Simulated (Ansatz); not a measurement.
# A thicker film of HfO2 (110) from five thinner ones

In a field along its normal an insulating film takes a dipole p. Written as a length, p/(ε₀AE), it should grow by 1 − 1/ε for each ångström added.

**Method.** Ansatz 0.2.0, plane waves with PAW datasets (its set soft_2), PBE; fluorite films relaxed at a bulk in-plane lattice constant near the measured one, then held in weak fields of both signs with a dipole correction (A is the cell's area, E the outer field).

```
     run  distance between the outer atoms (Å)  p/(ε₀AE) (Å)
 4 units                                 5.567         6.249
 5 units                                 7.274         7.860
 6 units                                 9.161         9.228
 7 units                                10.917        10.752
 9 units                                14.547        13.671
12 units                                19.983             ?
```

Q: Estimate the withheld value from the rows shown.

A least-squares line through the 5 rows shown has slope 0.8196 and intercept 1.7714; no row lies more than 0.127 Å off it. That slope means ε = 1/(1 − 0.8196) = 5.54. At 19.983 it gives 0.8196 × 19.983 + 1.7714 = 18.149 Å, beyond the rows fitted. Rounding and scatter of the rows alone allow about ±0.296 Å there.

The run itself gives 18.061 Å: a miss of −0.088 Å, or 0.5 % of the value. The length is met to within 1 %, though ε is more sensitive than the length: the two thickest films give ε = 5.20.

Caveats: This is the electronic response alone. A unit is one step of the cut along the normal (a plane, a pair of planes or a cell), and the layers relax along it, away from their bulk spacing where the functional's lattice constant differs from the one held.

[Logs are printed without paths, hosts, clocks, repeated set-up lines and the standing remarks that a program may print on its own settings, such as how far it seeks lower states.]
